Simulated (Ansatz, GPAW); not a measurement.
# How CoAsS3 (model structure) absorbs and reflects light, part 2 of 3

Aim: the dielectric function of CoAsS3 (model structure), and the optical constants that follow from it. The cell was made here by substitution or stacking, whether or not such a phase is known. It was built so: All Bi replaced by As and O replaced by S in the P4mm structure of CoBiO3. The cell is first relaxed with Ansatz.

GPAW 26.7.0; DFT, LDA, plane-wave PAW (GPAW data sets), scalar-relativistic, RPA, optical limit.

So far: The structure; Relaxation.

### Step 3. Ground state

The self-consistent density comes first; it also tells whether there is a gap, which decides the occupations and the need for a Drude term.

This step: DFT, LDA, plane-wave PAW (GPAW data sets), scalar-relativistic, ground state (GPAW 26.7.0).

gs.py reads:

```python
from ase import Atoms
from ase.dft.bandgap import bandgap
from gpaw import GPAW, PW, FermiDirac

atoms = Atoms(['As', 'Co', 'S', 'S', 'S'],
              cell=[[4.12183411, 0.00000000, 0.00000000],
                    [0.00000000, 4.12183411, 0.00000000],
                    [0.00000000, 0.00000000, 5.13064714]],
              scaled_positions=[[1.00000000, 0.00000000, 0.98523299],
                                [0.50000000, 0.50000000, 0.59495066],
                                [0.00000000, 0.50000000, 0.72936195],
                                [0.50000000, 0.50000000, 0.18959638],
                                [0.50000000, 0.00000000, 0.72936195]],
              pbc=[True, True, True])
atoms.set_initial_magnetic_moments([0.0, 2.0, 0.0, 0.0, 0.0])
atoms.calc = GPAW(mode=PW(500), xc='LDA', kpts={'size': (6, 6, 5), 'gamma': True},
                  occupations=FermiDirac(0.05), maxiter=150, txt='gs.txt')
print('energy (eV)', atoms.get_potential_energy())
print('Fermi level (eV)', atoms.calc.get_fermi_level())
print('valence electrons', atoms.calc.get_number_of_electrons())
print('gap (eV)', bandgap(atoms.calc, output=None)[0])
print('direct gap (eV)', bandgap(atoms.calc, direct=True, output=None)[0])
print('moments', atoms.get_magnetic_moments().round(3).tolist())
atoms.calc.write('gs.gpw')
```

Run with:

```
> OMP_NUM_THREADS=1 python gs.py
```

Numbers of over 12 decimals in the logs are rounded to 6 here.

Output:

```text
__  _  _
 | _ |_)|_||  |
 |__||  | ||/\| - 26.7.0

Versions:
  Python: 3.12.14
  ASE:    3.29.0
  Numpy:  2.5.5
  Scipy:  1.18.1
  Libxc:  7.0.0

Input parameters:
  mode=PW(ecut=500.0),
  kpts=MonkhorstPack(size=(6, 6, 5), gamma=True),
  maxiter=150,
  occupations=Occupations(name='fermi-dirac', width=0.05, fixmagmom=False),
  xc=XC(name='LDA')

Diagonalizing LCAO Hamiltonian
Converting LCAO to pw mode
    .---------.
   /|         |
  / |         |
 AsS|         |
 |  |   Co    |
 |  | S       |
 |  .---S-----.
 | /         /
 |/         /
 *---------*

Atoms  # Å, Bohr magnetons
|   | symbol |        x |        y |        z |    initial magnetic moments |
| 0 |     As | 4.121834 | 0.000000 | 5.054883 | ( 0.0000,  0.0000,  0.0000) |
| 1 |     Co | 2.060917 | 2.060917 | 3.052482 | ( 0.0000,  0.0000,  2.0000) |
| 2 |      S | 0.000000 | 2.060917 | 3.742099 | ( 0.0000,  0.0000,  0.0000) |
| 3 |      S | 2.060917 | 2.060917 | 0.972752 | ( 0.0000,  0.0000,  0.0000) |
| 4 |      S | 2.060917 | 0.000000 | 3.742099 | ( 0.0000,  0.0000,  0.0000) |

Unit cell  # Å
| periodic |        x |        y |        z |  lengths |    angles |
|      yes | 4.121834 | 0.000000 | 0.000000 | 4.121834 | 90.000000 |
|      yes | 0.000000 | 4.121834 | 0.000000 | 4.121834 | 90.000000 |
|      yes | 0.000000 | 0.000000 | 5.130647 | 5.130647 | 90.000000 |

Number of symmetries: 8
Symmetry operations  # r_c * U_cc + t_c -> r_c
|   | kind |            matrix            |
| 0 |  E   |  1, 0, 0,  0, 1, 0,  0, 0, 1 |
| 1 |  σ   |  1, 0, 0,  0,-1, 0,  0, 0, 1 |
| 2 |  σ   |  0, 1, 0,  1, 0, 0,  0, 0, 1 |
| 3 |  C4  |  0, 1, 0, -1, 0, 0,  0, 0, 1 |
| 4 |  C4  |  0,-1, 0,  1, 0, 0,  0, 0, 1 |
| 5 |  σ   |  0,-1, 0, -1, 0, 0,  0, 0, 1 |
| 6 |  σ   | -1, 0, 0,  0, 1, 0,  0, 0, 1 |
| 7 |  C2  | -1, 0, 0,  0,-1, 0,  0, 0, 1 |

BZ-sampling:
  Number of BZ points: 180
  Number of IBZ points: 30

  Monkhorst-Pack size: [6, 6, 5]
  Monkhorst-Pack shift: [0.083333, 0.083333, 0.0]

K-points  # in reciprocal-cell coordinates
|     |                                coordinates |     weight |
|   0 | (  0.00000000,   0.00000000,   0.00000000) | 0.00555556 |
|   1 | (  0.00000000,   0.00000000,   0.20000000) | 0.01111111 |
|   2 | (  0.00000000,   0.00000000,   0.40000000) | 0.01111111 |
|   3 | (  0.16666667,   0.00000000,   0.00000000) | 0.02222222 |
|   4 | (  0.16666667,   0.00000000,   0.20000000) | 0.04444444 |
|   5 | (  0.16666667,   0.00000000,   0.40000000) | 0.04444444 |
|   6 | (  0.16666667,   0.16666667,   0.00000000) | 0.02222222 |
|   7 | (  0.16666667,   0.16666667,   0.20000000) | 0.04444444 |
|   8 | (  0.16666667,   0.16666667,   0.40000000) | 0.04444444 |
|   9 | (  0.33333333,   0.00000000,   0.00000000) | 0.02222222 |
| ... |                                            |            |
|  29 | (  0.50000000,   0.50000000,   0.40000000) | 0.01111111 |

Plane wave coefficients: 2235
Cutoff: 500.0 eV

Spin-components: 2 (collinear spins)
Bands:           25
Projectors:      26
Spin-degeneracy: 1
Datatype:        complex128

Parallelization:
  kpt:    1
  domain: 1
  band:   1

Density:
  Valence electrons: 32.0
  Components: 2
  Grid points: [24 24 27]
  Charge: 0.0  # |e|

Potential:
  Grid points: [24 24 27]

species:
  As:
    name:    Arsenic
    id:
    Z:       33.0
    valence: 5
    core:    28
    charge:  0.0  # [|e|]
    compensation charges:
      type: gauss
      rc: 0.33  # [Å]
      lmax: 2
    cutoffs:
      filter: 1.87  # [Å]
      core: 2.96  # [Å]
    projectors
    | kind |    occ | energy [eV] | rcut [Å] |
    |   4s |  2.000 |     -14.691 |    1.058 |
    |   4p |  3.000 |      -5.342 |    1.058 |
    |    s |        |      12.520 |    1.058 |
    |    p |        |      21.869 |    1.058 |
    |    d |        |       0.000 |    1.058 |

    Using partial waves for As as LCAO basis

  Co:
    name:    Cobalt
    id:
    Z:       27.0
    valence: 9
    core:    18
    charge:  0.0  # [|e|]
    compensation charges:
      type: gauss
      rc: 0.32  # [Å]
      lmax: 2
    cutoffs:
      filter: 1.87  # [Å]
      core: 2.55  # [Å]
    projectors
    | kind |    occ | energy [eV] | rcut [Å] |
    |   4s |  2.000 |      -5.672 |    1.005 |
    |   4p |  0.000 |      -1.387 |    1.058 |
    |   3d |  7.000 |      -8.461 |    1.005 |
    |    s |        |      21.539 |    1.005 |
    |    p |        |      25.825 |    1.058 |
    |    d |        |      18.750 |    1.005 |

    Using partial waves for Co as LCAO basis

  S:
    name:    Sulfur
    id:
    Z:       16.0
    valence: 6
    core:    10
    charge:  0.0  # [|e|]
    compensation charges:
      type: gauss
      rc: 0.24  # [Å]
      lmax: 2
    cutoffs:
      filter: 1.77  # [Å]
      core: 1.66  # [Å]
    projectors
    | kind |    occ | energy [eV] | rcut [Å] |
    |   3s |  2.000 |     -17.278 |    0.974 |
    |   3p |  4.000 |      -7.106 |    0.979 |
    |    s |        |       9.933 |    0.974 |
    |    p |        |      20.105 |    0.979 |
    |    d |        |       0.000 |    0.900 |

    Using partial waves for S as LCAO basis

Reference energy: -131731.926358  # eV

eigensolver:
  PPCG
  Converge bands: occupied
  niter=2

density mixing:
  MSR1-Mixer
  Pratt-step length: 0.05
  Maximum mixing coefficient: 0.75
  Old densities: 10
  SVD Regularization: 0.005
  Good broyden scale: 1.0
  Trust region scale: 1.0
  Backstep threshold: 4.0
  History deletion threshold: 6.0
  Fourier metric: weight=20.0, sigma=0.015

occupation numbers:
  Fermi-Dirac:
    width: 0.0500  # eV

poisson solver:
  ecut: 4000.0  # eV

xc functional:
  name: None

convergence criteria:
- Maximum [total energy] change in last 3 cyles: 0.0005 eV / valence electron
- Maximum integral of absolute [dens]ity change: 0.0001 electrons / valence electron
- Maximum integral of absolute [eigenst]ate change: 4e-08 eV^2 / valence electron
maximum number of iterations: 150

SCF iterations
|iter     |      energy | eigst |  dens |  magmom |
|iter:   1||  -30.046397 | +0.55 |       |  +2.0013|
|iter:   2||  -29.339636 | -0.78 | -0.84 |  +1.9457|
|iter:   3||  -28.980945 | -1.63 | -0.95 |  +1.7827|
|iter:   4||  -28.930352 | -2.27 | -1.10 |  +1.4594|
|iter:   5||  -29.006393 | -2.30 | -1.31 |  +1.0239|
|iter:   6||  -29.083136 | -2.17 | -1.60 |  +0.5857|
|iter:   7||  -29.080247 | -2.36 | -1.65 |  +0.3875|
|iter:   8||  -29.084804c| -2.82 | -1.85 |  +0.1110|
|iter:   9||  -29.086049c| -3.49 | -2.24 |  +0.0225|
|iter:  10||  -29.085840c| -4.05 | -2.58 |  +0.0029|
|iter:  11||  -29.085890c| -5.25 | -2.99 |  +0.0070|
|iter:  12||  -29.085901c| -6.18 | -3.43 |  +0.0047|
|iter:  13||  -29.085904c| -6.76 | -3.83 |  +0.0014|
|iter:  14||  -29.085905c| -7.72c| -4.31c|  +0.0003|

Converged in 14 steps
SCF loop duration: 79.165 s (5.655 s/step)
Energy contributions relative to reference atoms: (reference = -131731.926358)

Energy contributions:
  Kinetic:          35.009467
  Coulomb:         -30.388793
  Zero:              0.259579
  External:          0.000000
  Xc:              -33.954438
  Entropy:          -0.023440
  Spinorbit:         0.000000
  ----------------------------
  Free energy:     -29.097624
  Extrapolated:    -29.085905

dipole moment: (-27.023113, -27.023113, 14.991008)  # |e|*Ang

Total magnetic moment: (0.000000, 0.000000, 0.000288)

Local magnetic moments
|        x |        y |         z |
| 0.000000 | 0.000000 | -0.000029 |  # As   0
| 0.000000 | 0.000000 |  0.000067 |  # Co   1
| 0.000000 | 0.000000 |  0.000022 |  # S    2
| 0.000000 | 0.000000 |  0.000150 |  # S    3
| 0.000000 | 0.000000 |  0.000022 |  # S    4

Fermi level: 6.647
Eigenvalues  # (at kpt = [0.000, 0.000, 0.000])
| band index |      eig [eV] | occ [0-1] |      eig [eV] | occ [0-1] |
|          0 |        -9.764 |     1.000 |        -9.764 |     1.000 |
|        ... |               |           |               |           |
|          7 |         3.333 |     1.000 |         3.333 |     1.000 |
|          8 |         3.603 |     1.000 |         3.603 |     1.000 |
|          9 |         3.603 |     1.000 |         3.603 |     1.000 |
|         10 |         3.681 |     1.000 |         3.681 |     1.000 |
|         11 |         4.517 |     1.000 |         4.517 |     1.000 |
|         12 |         5.077 |     1.000 |         5.077 |     1.000 |
|         13 |         5.077 |     1.000 |         5.077 |     1.000 |
|         14 |         6.188 |     1.000 |         6.188 |     1.000 |
|         15 |         6.675 |     0.364 |         6.675 |     0.363 |
|         16 |         6.675 |     0.364 |         6.675 |     0.363 |
|         17 |         7.079 |     0.000 |         7.079 |     0.000 |
|         18 |         8.013 |     0.000 |         8.013 |     0.000 |
|         19 |         9.651 |     0.000 |         9.651 |     0.000 |
|         20 |         9.651 |     0.000 |         9.651 |     0.000 |
|         21 |        11.286 |     0.000 |        11.286 |     0.000 |
|         22 |        12.568 |     0.000 |        12.568 |     0.000 |
|        ... |               |           |               |           |
|         24 |        14.468 |     0.000 |        14.468 |     0.000 |

No gap
No difference between direct/indirect transitions

--- standard output ---
energy (eV) -29.085905
Fermi level (eV) 6.646850
valence electrons 32.0
gap (eV) 0.0
direct gap (eV) 0.0
moments [-0.0, 0.0, 0.0, 0.0, 0.0]
```

The job ended after 82 s (1 thread of Arm Neoverse V2, shared host; peak memory 0.23 GiB).

Read-outs, printed or worked out from the files:

- energy: -29.09 eV
- Fermi energy: 6.647 eV
- electrons: 32

There are states at the Fermi level within the smearing, so the occupations stay smeared and the carriers get a Drude term.

### Step 4. Bands for the response

The response needs many more empty bands than the density does.

This step: DFT, LDA, plane-wave PAW (GPAW data sets), scalar-relativistic, bands at fixed density (GPAW 26.7.0).

nscf.py reads:

```python
from ase.dft.bandgap import bandgap
from gpaw import GPAW, FermiDirac

calc = GPAW('gs.gpw').fixed_density(kpts={'size': (8, 8, 6), 'gamma': True}, nbands=52, convergence={'bands': 46},
                                    occupations=FermiDirac(0.05), txt='nscf.txt')
print('gap (eV)', bandgap(calc, output=None)[0])
print('direct gap (eV)', bandgap(calc, direct=True, output=None)[0])
print('top band over the Fermi level (eV)', min(calc.get_eigenvalues(kpt=k)[45] for k in range(len(calc.get_ibz_k_points()))) - calc.get_fermi_level())
calc.write('full.gpw', mode='all')
```

Run with:

```
> OMP_NUM_THREADS=1 python nscf.py
```

Output:

```text
Diagonalizing LCAO Hamiltonian
Converting LCAO to pw mode
convergence criteria:
- Maximum integral of absolute [eigenst]ate change: 4e-08 eV^2 / valence electron
maximum number of iterations: 150

SCF iterations
|iter     |      energy | eigst |  dens |  magmom |
|iter:   1||             | +3.33 |       |  +0.0003|
|iter:   2||             | +2.14 |       |  +0.0003|
|iter:   3||             | +1.31 |       |  +0.0003|
|iter:   4||             | +0.32 |       |  +0.0003|
|iter:   5||             | -0.40 |       |  +0.0003|
|iter:   6||             | -1.19 |       |  +0.0003|
|iter:   7||             | -1.76 |       |  +0.0003|
|iter:   8||             | -2.39 |       |  +0.0003|
|iter:   9||             | -2.87 |       |  +0.0003|
|iter:  10||             | -3.37 |       |  +0.0003|
|iter:  11||             | -3.78 |       |  +0.0003|
|iter:  12||             | -4.21 |       |  +0.0003|
|iter:  13||             | -4.58 |       |  +0.0003|
|iter:  14||             | -4.98 |       |  +0.0003|
|iter:  15||             | -5.36 |       |  +0.0003|
|iter:  16||             | -5.74 |       |  +0.0003|
|iter:  17||             | -6.12 |       |  +0.0003|
|iter:  18||             | -6.49 |       |  +0.0003|
|iter:  19||             | -6.84 |       |  +0.0003|
|iter:  20||             | -7.13 |       |  +0.0003|
|iter:  21||             | -7.30 |       |  +0.0003|
|iter:  22||             | -7.53c|       |  +0.0003|
SCF steps: 22
  __  _  _
 | _ |_)|_||  |
 |__||  | ||/\| - 26.7.0

Versions:
  Python: 3.12.14
  ASE:    3.29.0
  Numpy:  2.5.5
  Scipy:  1.18.1
  Libxc:  7.0.0

Input parameters:
  mode=PW(ecut=500.0),
  convergence={'bands': 46},
  gpts=array([24, 24, 27]),
  kpts=MonkhorstPack(size=(8, 8, 6), gamma=True),
  maxiter=150,
  nbands=52,
  occupations=Occupations(name='fermi-dirac', width=0.05, fixmagmom=False),
  parallel={},
  xc=XC(name='LDA')

--- standard output ---
gap (eV) 0.0
direct gap (eV) 0.0
top band over the Fermi level (eV) 19.924404
```

Wall time 8 min (1 thread); peak memory 0.45 GiB.

(Continued in part 3 of 3.)

[Machine, clock and banner lines and Python warnings are left out of the logs.]

[Logs are printed without paths, hosts, clocks, repeated set-up lines and the standing remarks that a program may print on its own settings, such as how far it seeks lower states.]

[Hosts, paths, dates, database ids (printed as entryN), source tags and the programs' standing remarks are cut or masked in the printed files.]
